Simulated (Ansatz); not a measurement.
# Li on Mo(110): change of the work function, part 2 of 3

How does Li on the hollow site change the work function of Mo(110) as the layer fills?

Ansatz 0.2.0; plane-wave DFT, PBE, Ansatz PAW.

So far, work function, upper face (eV): step 2 (the clean slab) 4.60.

**3. Adsorbate added, k-mesh 6×6×1, coverage 0.25 ML**

System of this step: Li/Mo(110). The cell holds 17 atoms: 16 Mo and 1 Li. Its edges and angles: a = 5.456 Å, b = 5.456 Å, c = 27.102 Å, α = 90.0°, β = 90.0°, γ = 70.5°. Vacuum lies along c.

The clean slab as it ended is repeated in the plane and the adsorbate is set on one face; the cell's size fixes the coverage, and the k-mesh shrinks with it to keep the sampling density about even. Adsorbate and upper layers relax, since the dipole depends on the height.

File input.yaml:

```yaml
crystal:
  lattice:
    - [4.4547727214, -3.15, 0.0]
    - [4.4547727214, 3.15, 0.0]
    - [0.0, 0.0, 27.1015886411]
  atoms:
    - { symbol: Mo, position: [0.0, 0.0, 0.3320838538] }
    - { symbol: Mo, position: [0.25, 0.25, 0.4142704145] }
    - { symbol: Mo, position: [0.0, 0.0, 0.4972773475] }
    - { symbol: Mo, position: [0.25, 0.25, 0.5764664966] }
    - { symbol: Mo, position: [0.0, 0.5, 0.3320838538] }
    - { symbol: Mo, position: [0.25, 0.75, 0.4142704145] }
    - { symbol: Mo, position: [0.0, 0.5, 0.4972773475] }
    - { symbol: Mo, position: [0.25, 0.75, 0.5764664966] }
    - { symbol: Mo, position: [0.5, 0.0, 0.3320838538] }
    - { symbol: Mo, position: [0.75, 0.25, 0.4142704145] }
    - { symbol: Mo, position: [0.5, 0.0, 0.4972773475] }
    - { symbol: Mo, position: [0.75, 0.25, 0.5764664966] }
    - { symbol: Mo, position: [0.5, 0.5, 0.3320838538] }
    - { symbol: Mo, position: [0.75, 0.75, 0.4142704145] }
    - { symbol: Mo, position: [0.5, 0.5, 0.4972773475] }
    - { symbol: Mo, position: [0.75, 0.75, 0.5764664966] }
    - { symbol: Li, position: [0.42, 0.42, 0.6679161462] }
kpoints:
  mp_grid: { grid: [6, 6, 1] }
hamiltonian:
  xc: pbe
scf:
  occupations: { method: fermi_dirac, width: 0.1 }
  convergence: { dr2_threshold: 1.0e-08 }
efield:
  axis: 3
  dipole_correction: true
  ramp_position: 0.97
  ramp_width: 0.06
relax:
  f_tol: 0.02
  max_steps: 60
  constraints: [{ sites: [0, 1, 4, 5, 8, 9, 12, 13] }]
output:
  dos: { projected: true, e_range: [-8, 4] }
  write_potential: true
  write_density: true
  volumetric_format: npy
  elf: true
```

The run is started by

```console
ansatz run input.yaml --threads 4 --pin off --max-ram 6144MiB --backend cpu --events-out ev --progress --plain --runs-dir out
```

Standard output:

```text
[...]
Crystal: 17 atoms, lattice volume = 760.608 Å³
Basis set: ecut = 420 eV, 14839 PW (Γ), exchange–correlation on 80×80×384 points (8 copies of the dense FFT grid, shifted against one another)
Bands: 137, of which v1, the nominal top of the filled ones, is band 114 counted from 1 (113 counted from 0)
Symmetry: 2 space group operations
[...]
k-points: 13 of 36 (time reversal used)
[...]
SCF iter   1: F=—  HF=-79491.998118 eV  |F-HF|=—  |Δ(HF+E_count)|=         —  Δρ=4.88e-3  dr2=5.72e0  ethr=1.77e-3  p=0.549 e·Å  D=1.31e-1 V/Å  ΔV_dip=-3.54 eV  dr2_dipole=3.44e0  V_vac-E_F(+/−)=1.40/4.94 eV  ⟨swp⟩=9.3  Hψ=8742  notcnv=0  defer=1
[...]
SCF iter  10: F=-79491.880209 eV  HF=-79491.880209 eV  |F-HF|=3.16e-9  |Δ(HF+E_count)|=   5.00e-8  Δρ=5.55e-7  dr2=4.89e-9  ethr=4.41e-12  p=0.380 e·Å  D=9.04e-2 V/Å  ΔV_dip=-2.45 eV  dr2_dipole=1.12e-10  V_vac-E_F(+/−)=2.20/4.65 eV  ⟨swp⟩=14.4  Hψ=13417  notcnv=0
SCF 1 converged in 10 iterations: F = -79491.880209 eV  dr2 = 4.89e-9
[...]
relax step   1: F+E_penalty+E_count = -79491.88020889 eV  Δ(F+E_penalty+E_count) = +0.000e0 eV  max|allowed force component| = 4.509e-1 eV/Å  Δτ_max = 0.0000 Å  (10 SCF iters, accepted)
[...]
SCF iter   1: F=—  HF=-79491.937751 eV  |F-HF|=—  |Δ(HF+E_count)|=         —  Δρ=4.07e-3  dr2=4.07e-1  ethr=1.43e-4  p=0.380 e·Å  D=9.04e-2 V/Å  ΔV_dip=-2.45 eV  dr2_dipole=1.18e-1  V_vac-E_F(+/−)=2.22/4.67 eV  ⟨swp⟩=2.0  Hψ=5458  notcnv=0
[...]
eigensolver tolerance schedule calibrated: the retry pair's looser diagonalisation under-reported the residual by θ = 0.20 (0.15/decade); ethr = c·dr2/N_el runs at the constant in force after the calibration composes with the one it found (an armed cap, an earlier calibration), c = 4.3e-2
[...]
SCF iter   2: F=—  HF=-79491.923834 eV  |F-HF|=—  |Δ(HF+E_count)|=   1.39e-2  Δρ=1.75e-3  dr2=6.28e-2  ethr=7.65e-5  p=0.347 e·Å  D=8.27e-2 V/Å  ΔV_dip=-2.24 eV  dr2_dipole=1.48e-3  V_vac-E_F(+/−)=2.42/4.66 eV  ⟨swp⟩=2.8  Hψ=3265  notcnv=0
[...]
SCF iter  10: F=-79491.916996 eV  HF=-79491.916996 eV  |F-HF|=2.69e-9  |Δ(HF+E_count)|=   6.78e-9  Δρ=3.57e-7  dr2=2.39e-9  ethr=1.88e-12  p=0.338 e·Å  D=8.05e-2 V/Å  ΔV_dip=-2.18 eV  dr2_dipole=7.11e-11  V_vac-E_F(+/−)=2.48/4.66 eV  ⟨swp⟩=11.0  Hψ=12639  notcnv=0
SCF 2 converged in 10 iterations: F = -79491.916996 eV  dr2 = 2.39e-9
relax step   2: F+E_penalty+E_count = -79491.91699603 eV  Δ(F+E_penalty+E_count) = -3.679e-2 eV  max|allowed force component| = 4.017e-1 eV/Å  Δτ_max = 0.1919 Å  (10 SCF iters, accepted)
SCF iter   1: F=—  HF=-79491.951627 eV  |F-HF|=—  |Δ(HF+E_count)|=         —  Δρ=2.04e-3  dr2=3.62e-2  ethr=6.77e-4  p=0.338 e·Å  D=8.05e-2 V/Å  ΔV_dip=-2.18 eV  dr2_dipole=6.01e-4  V_vac-E_F(+/−)=2.48/4.66 eV  ⟨swp⟩=3.2  Hψ=3178  notcnv=0
[...]
SCF iter   9: F=-79491.948828 eV  HF=-79491.948828 eV  |F-HF|=5.78e-9  |Δ(HF+E_count)|=   1.50e-8  Δρ=4.15e-7  dr2=2.37e-9  ethr=4.41e-12  p=0.340 e·Å  D=8.09e-2 V/Å  ΔV_dip=-2.19 eV  dr2_dipole=2.84e-11  V_vac-E_F(+/−)=2.47/4.66 eV  ⟨swp⟩=12.2  Hψ=13573  notcnv=0
SCF 3 converged in 9 iterations: F = -79491.948828 eV  dr2 = 2.37e-9
relax step   3: F+E_penalty+E_count = -79491.94882805 eV  Δ(F+E_penalty+E_count) = -3.183e-2 eV  max|allowed force component| = 1.255e-1 eV/Å  Δτ_max = 0.1254 Å  (9 SCF iters, accepted)
[...]
relax step   4: F+E_penalty+E_count = -79491.96506958 eV  Δ(F+E_penalty+E_count) = -1.624e-2 eV  max|allowed force component| = 5.466e-2 eV/Å  Δτ_max = 0.2000 Å  (9 SCF iters, accepted)
[...]
relax step   5: F+E_penalty+E_count = -79491.97197158 eV  Δ(F+E_penalty+E_count) = -6.902e-3 eV  max|allowed force component| = 1.757e-2 eV/Å  Δτ_max = 0.1827 Å  (9 SCF iters, accepted)
SCF iter   1: F=—  HF=-79491.972192 eV  |F-HF|=—  |Δ(HF+E_count)|=         —  Δρ=6.95e-4  dr2=9.11e-3  ethr=4.20e-5  p=0.337 e·Å  D=8.01e-2 V/Å  ΔV_dip=-2.17 eV  dr2_dipole=1.66e-5  V_vac-E_F(+/−)=2.49/4.66 eV  ⟨swp⟩=2.9  Hψ=3925  notcnv=0
[...]
SCF iter   8: F=-79491.972697 eV  HF=-79491.972697 eV  |F-HF|=4.41e-9  |Δ(HF+E_count)|=   1.08e-7  Δρ=6.19e-7  dr2=6.81e-9  ethr=4.41e-12  p=0.335 e·Å  D=7.97e-2 V/Å  ΔV_dip=-2.16 eV  dr2_dipole=6.03e-10  V_vac-E_F(+/−)=2.50/4.66 eV  ⟨swp⟩=9.7  Hψ=14867  notcnv=0
SCF 6 converged in 8 iterations: F = -79491.972697 eV  dr2 = 6.81e-9
relax step   6: F+E_penalty+E_count = -79491.97269722 eV  Δ(F+E_penalty+E_count) = -7.256e-4 eV  max|allowed force component| = 1.269e-2 eV/Å  Δτ_max = 0.0924 Å  (8 SCF iters, accepted)
NSCF: frozen V_eff on 13 k-points
[...]
SCF converged after 8 iterations
Free energy (F): -79491.972697 eV
[...]
Internal energy: -79491.503335 eV  (E = F + TS)
E sigma→0 (E₀):  -79491.738016 eV
Entropy (-TS):   -0.469362 eV (-27.610 meV/atom)
Fermi energy:    4.721841 eV
Dipole field:    D = 0.079708 V/Å  (p = 0.335042 e·Å, saw-weighted, corrected)
Work function:   Φ+ = 2.4975 eV   Φ− = 4.6577 eV
[...]
--- Forces (eV/Å), atoms counted from 1 ---
  atom   1  Mo     0.00007107    -0.00000000     0.49989512
  atom   2  Mo     0.00512582     0.00000000    -0.49965860
  atom   3  Mo    -0.00084808    -0.00000000     0.00200348
  atom   4  Mo    -0.00018819     0.00000000    -0.01149470
  atom   5  Mo    -0.00007394     0.00012480     0.50234062
  atom   6  Mo     0.00188446    -0.00870433    -0.51989463
  atom   7  Mo    -0.00145568     0.00291579     0.00296372
  atom   8  Mo    -0.00175626    -0.00439234     0.00742986
  atom   9  Mo    -0.00007394    -0.00012480     0.50234062
  atom  10  Mo     0.00188446     0.00870433    -0.51989463
  atom  11  Mo    -0.00145568    -0.00291579     0.00296372
  atom  12  Mo    -0.00175626     0.00439234     0.00742986
  atom  13  Mo    -0.00004307    -0.00000000     0.53066981
  atom  14  Mo    -0.00118585     0.00000000    -0.49992652
  atom  15  Mo    -0.00350839     0.00000000    -0.00291731
  atom  16  Mo     0.00470738     0.00000000    -0.01268705
  atom  17  Li    -0.00132645    -0.00000000     0.00844615
  max |Σ_I F_I| component: 9.53e-6 eV/Å
--- Band table (eV; the first three rows and the last of 13) ---
  k-point 0: bands = [... 110 lower, 5.4673, 5.5460, 5.5570, 5.6406, 5.6822, 5.6983, 5.7207, 5.9029, ... 19 higher]
  k-point 1: bands = [... 110 lower, 5.0801, 5.2092, 5.3172, 5.3415, 5.3807, 5.6761, 5.7451, 5.7668, ... 19 higher]
  k-point 2: bands = [... 110 lower, 4.2882, 4.3463, 4.5396, 4.7476, 5.0312, 5.2418, 5.2981, 5.4673, ... 19 higher]
  k-point 12: bands = [... 110 lower, 3.9694, 3.9943, 4.0216, 4.0230, 4.0306, 4.1864, 4.2337, 4.6087, ... 19 higher]
--- Relaxed structure (6 steps of the walk, 6 accepted, 0 SCFs on fresh bases) ---
  F+E_penalty+E_count = -79491.97269722 eV   max|allowed force component| = 1.269e-2 eV/Å
  atoms:
    - { symbol: Mo, position: [0.0, 0.0, 0.3320838538] }
    - { symbol: Mo, position: [0.25, 0.25, 0.4142704145] }
    - { symbol: Mo, position: [5.501501e-5, 5.501501e-5, 0.496613] }
    - { symbol: Mo, position: [0.251721, 0.251721, 0.578281] }
    - { symbol: Mo, position: [2.775558e-17, 0.5, 0.3320838538] }
    - { symbol: Mo, position: [0.250000, 0.75, 0.4142704145] }
    - { symbol: Mo, position: [0.000105131, 0.500036, 0.497002] }
    - { symbol: Mo, position: [0.246635, 0.753542, 0.576178] }
    - { symbol: Mo, position: [0.5, 2.775558e-17, 0.3320838538] }
    - { symbol: Mo, position: [0.75, 0.250000, 0.4142704145] }
    - { symbol: Mo, position: [0.500036, 0.000105131, 0.497002] }
    - { symbol: Mo, position: [0.753542, 0.246635, 0.576178] }
    - { symbol: Mo, position: [0.5, 0.5, 0.3320838538] }
    - { symbol: Mo, position: [0.75, 0.75, 0.4142704145] }
    - { symbol: Mo, position: [0.500086, 0.500086, 0.497036] }
    - { symbol: Mo, position: [0.748398, 0.748398, 0.578272] }
    - { symbol: Li, position: [0.500662, 0.500662, 0.661499] }
```

Run time: 9 min. Hardware: 4 threads of Arm Neoverse N1, shared host; peak memory 3 GiB; 31 min of CPU time.

Step by step:

| step | energy less that of the first step (eV) | largest force component (eV/Å) |
| --- | --- | --- |
| 1 | 0.0000 | 0.4509 |
| 2 | -0.0368 | 0.4017 |
| 3 | -0.0686 | 0.1255 |
| 4 | -0.0849 | 0.0547 |
| 5 | -0.0918 | 0.0176 |
| 6 | -0.0925 | 0.0127 |

The run keeps the 2 symmetry operations that the program found, so distortions that break them were not tested.

The atoms that moved most (Å):

| atom | dx | dy | dz | length |
| --- | --- | --- | --- | --- |
| Li17 | 0.719 | 0.000 | -0.174 | 0.739 |
| Mo4 | 0.015 | 0.000 | 0.049 | 0.052 |
| Mo16 | -0.014 | 0.000 | 0.049 | 0.051 |
| Mo8 | 0.001 | 0.022 | -0.008 | 0.023 |
| Mo12 | 0.001 | -0.022 | -0.008 | 0.023 |
| Mo3 | 0.000 | 0.000 | -0.018 | 0.018 |
| Mo7 | 0.001 | 0.000 | -0.007 | 0.008 |
| Mo11 | 0.001 | 0.000 | -0.007 | 0.008 |

The relaxed structure:

```
Mo Li
1.0
     4.45477   -3.15000    0.00000
     4.45477    3.15000    0.00000
     0.00000    0.00000   27.10159
Mo Li
16 1
Direct
  0.00000 0.00000 0.33208
  0.25000 0.25000 0.41427
  0.00006 0.00006 0.49661
  0.25172 0.25172 0.57828
  0.00000 0.50000 0.33208
  0.25000 0.75000 0.41427
  0.00011 0.50004 0.49700
  0.24664 0.75354 0.57618
  0.50000 0.00000 0.33208
  0.75000 0.25000 0.41427
  0.50004 0.00011 0.49700
  0.75354 0.24664 0.57618
  0.50000 0.50000 0.33208
  0.75000 0.75000 0.41427
  0.50009 0.50009 0.49704
  0.74840 0.74840 0.57827
  0.50066 0.50066 0.66150
```

Read from the output:

```yaml
energy_at_zero_smearing: -79491.7380 eV
work_function_upper_face: 2.497 eV
work_function_lower_face: 4.658 eV
dipole_along_the_normal: 0.3350 e·Å
step_between_the_vacuum_levels: -2.160 eV
```

Running mean over 2.227 Å of the planar mean; the ramp of the sawtooth is left out. Table of electron's electrostatic potential energy less the Fermi level by z:

z (Å), electron's electrostatic potential energy less the Fermi level (eV) and a bar from the least value:
```
      3.5        4.7 ##############################
      4.0        4.7 ##############################
      4.5        4.7 ##############################
      5.0        4.6 ##############################
      5.5        4.6 ##############################
      6.0        4.5 ##############################
      6.5        4.2 #############################
      7.0        3.2 ############################
      7.5       -0.1 ######################
      8.0       -6.0 ############
      8.5      -10.8 ####
      9.0      -12.4 ##
      9.5      -12.6 #
     10.0      -12.7 #
     10.5      -12.8 #
     11.0      -12.9 #
     11.5      -12.9 #
     12.0      -12.8 #
     12.5      -12.8 #
     13.0      -12.9 #
     13.5      -12.9 #
     14.0      -13.2 
     14.5      -13.3 
     15.0      -13.1 
     15.5      -12.6 #
     16.0      -11.6 ###
     16.5       -8.0 #########
     17.0       -2.6 ##################
     17.5        1.0 ########################
     18.0        1.9 #########################
     18.5        1.9 #########################
     19.0        2.1 ##########################
     19.5        2.3 ##########################
     20.0        2.4 ##########################
     20.5        2.5 ##########################
     21.0        2.5 ##########################
     21.5        2.5 ##########################
     22.0        2.5 ##########################
     22.5        2.5 ##########################
     23.0        2.5 ##########################
     23.5        2.5 ##########################
```

The density of states has structure finer than the step of the table below, so its rows give means over 0.25 eV. Peaks (eV: height): -3.160: 39.8, -2.950: 29.7, -2.740: 33.7, -2.560: 29.6, -1.680: 28.3, 0.960: 32.4, 1.020: 33.7.

Table of density of states by energy, zero at the Fermi level; means over each step:

| energy (eV) | density of states (states/eV a cell) |
| --- | --- |
| -7.00 | 0 |
| -6.75 | 0.230 |
| -6.50 | 0.916 |
| -6.25 | 0.923 |
| -6.00 | 1.02 |
| -5.75 | 1.10 |
| -5.50 | 1.89 |
| -5.25 | 2.60 |
| -5.00 | 7.87 |
| -4.75 | 15.6 |
| -4.50 | 16.8 |
| -4.25 | 16.1 |
| -4.00 | 18.4 |
| -3.75 | 25.5 |
| -3.50 | 18.7 |
| -3.25 | 21.1 |
| -3.00 | 23.2 |
| -2.75 | 23.8 |
| -2.50 | 21.1 |
| -2.25 | 21.8 |
| -2.00 | 19.4 |
| -1.75 | 25.7 |
| -1.50 | 22.9 |
| -1.25 | 19.6 |
| -1.00 | 15.2 |
| -0.75 | 12.4 |
| -0.50 | 15.9 |
| -0.25 | 12.1 |
| 0.00 | 14.4 |
| 0.25 | 18.0 |
| 0.50 | 19.6 |
| 0.75 | 21.5 |
| 1.00 | 26.7 |
| 1.25 | 23.2 |

Projected DOS per atom over height of the atomic layer and energy from the Fermi level. Layers: Mo4 Mo4 Mo4 Mo4 Li from below.

Ten even steps from '0' (0.00 states/eV) to '9' (1.83 states/eV), each cell a mean:
```
78761
87771
75461
53360
62251
62260
94480
86691
76570
87670
59960
67660
67760
37830
27720
01100
00000
00000
00000
00000
00000
00000
```
Columns: height of the atomic layer (Å) from 9 to 17.9; rows upwards: energy from the Fermi level (eV) from -7.96 to 1.45.

Electrostatic potential energy in the ca plane at fractional y = 0.500, with atoms of Mo and Li within 0.2 Å of it. With pseudopotentials it is smooth inside the atoms' cores, unlike the true potential.

Ten even steps from '0' (-67 eV) to '9' (9 eV), each cell a mean:
```
00279999997300158999999999999999999999999999
33589999998633479999999999999999999999999999
77899999999877899999999999999999999999999999
88999988999988999999999999999999999999999999
77899999999877899999999999999999999999999999
23589999998632479999999987899999999999999999
00279999997300158999999865689999999999999999
00269999997200058999999854589999999999999999
01479999998410269999999976789999999999999999
55789999999765689999999998899999999999999999
88999999999988899999999999999999999999999999
88999999999988899999999999999999999999999999
55789999999755689999999999999999999999999999
01479999998410269999999999999999999999999999
00269999997200058999999999999999999999999999
```
Columns run along c (16.0 Å, from fractional 0.32 to 0.92 of the cell; values clipped at the 3rd and 97th percentile), rows up along a (5.5 Å). Atoms in or near the plane, at fractional coordinates: Mo at (0.33, 0.00), Mo at (0.50, 0.00), Mo at (0.33, 0.50), Mo at (0.50, 0.50), Li at (0.66, 0.50).

Valence density in the ca plane at fractional y = 0.500, with atoms of Mo and Li within 0.2 Å of it. It is the smooth field of the valence electrons, not physical close to the nuclei.

Ten steps, logarithmic in the rise over the least value, from '0' (0.0 e/Å³) to '9' (7.2 e/Å³), each cell a mean:
```
99853333334799864333221100000000000000000000
88643333333678743333321100000000000000000000
55433333333455433333322110000000000000000000
44333333333334333333322110000000000000000000
55433333333455433333322111000000000000000000
88643333333688753333322124200000000000000000
99853333334899864333222269710000000000000000
99853333335899964333222279820000000000000000
99743333334789853333322246500000000000000000
66533333333466543333322111100000000000000000
44333333333344333333322110000000000000000000
44333333333344333333322110000000000000000000
66533333333566543333322100000000000000000000
99753333334789853333321100000000000000000000
99853333335899964333221100000000000000000000
```
Columns run along c (16.0 Å, from fractional 0.32 to 0.92 of the cell), rows up along a (5.5 Å). Atoms in or near the plane, at fractional coordinates: Mo at (0.33, 0.00), Mo at (0.50, 0.00), Mo at (0.33, 0.50), Mo at (0.50, 0.50), Li at (0.66, 0.50).

ELF in the ca plane at fractional y = 0.500, with atoms of Mo and Li within 0.2 Å of it. It is the smooth field of the valence electrons, not physical close to the nuclei.

Values in units of 1e-1, 8 rows by 16 columns, each cell a mean:
```
6.4 3.5 3.2 3.3 6.0 4.6 3.5 3.5 4.3 3.0 1.2 0.3 0.0 0.0 0.0 0.0
3.3 3.7 3.0 3.9 3.2 3.2 3.4 3.7 5.3 4.2 1.8 0.4 0.0 0.0 0.0 0.0
4.1 3.5 3.0 3.6 3.7 3.2 3.4 3.8 4.3 0.8 0.5 0.3 0.0 0.0 0.0 0.0
6.1 3.7 3.5 3.4 6.0 5.1 3.5 4.1 3.0 7.8 0.1 0.2 0.0 0.0 0.0 0.0
6.4 3.5 3.2 3.3 6.0 4.6 3.4 4.0 2.9 5.2 0.1 0.2 0.0 0.0 0.0 0.0
3.3 3.7 3.0 3.9 3.2 3.2 3.4 3.8 5.1 1.7 0.9 0.3 0.1 0.0 0.0 0.0
4.1 3.5 3.0 3.6 3.8 3.2 3.4 3.6 5.0 4.1 1.7 0.3 0.0 0.0 0.0 0.0
6.1 3.7 3.5 3.4 6.0 5.1 3.6 3.6 4.1 2.7 1.1 0.2 0.0 0.0 0.0 0.0
```
Columns run along c (16.0 Å, from fractional 0.32 to 0.92 of the cell), rows up along a (5.5 Å). Atoms in or near the plane, at fractional coordinates: Mo at (0.33, 0.00), Mo at (0.50, 0.00), Mo at (0.33, 0.50), Mo at (0.50, 0.50), Li at (0.66, 0.50).

The relaxation took 6 steps and lowered the energy by 0.092 eV; the largest force on the free atoms ends at 0.013 eV/Å.

By hand: a sheet of dipoles makes a step −p/(ε₀A) in the electron's potential. With e/ε₀ = 180.95 V·Å, p = 0.3350 e·Å and A = 28.07 Å², that is −180.95 × (0.3350) / 28.07 = -2.160 eV, and the two vacuum levels of the run differ by -2.160 eV.

The covered face has 2.50 eV, -2.10 eV against the clean one; the bare back face has moved by -0.04 eV, a measure of how thin the slab is.

(Continued in part 3 of 3.)

[Long decimals in the printed logs are rounded to 6 places.]

[Logs are printed without paths, hosts, clocks, repeated set-up lines and the standing remarks that a program may print on its own settings, such as how far it seeks lower states.]

[Hosts, paths, dates, database ids (printed as entryN), source tags and the programs' standing remarks are cut or masked in the printed files.]

[Maps of the electrostatic potential energy from Ansatz leave out the sawtooth potential of an applied field or a dipole correction, so their vacuum need not be flat; planar profiles and work functions include it.]
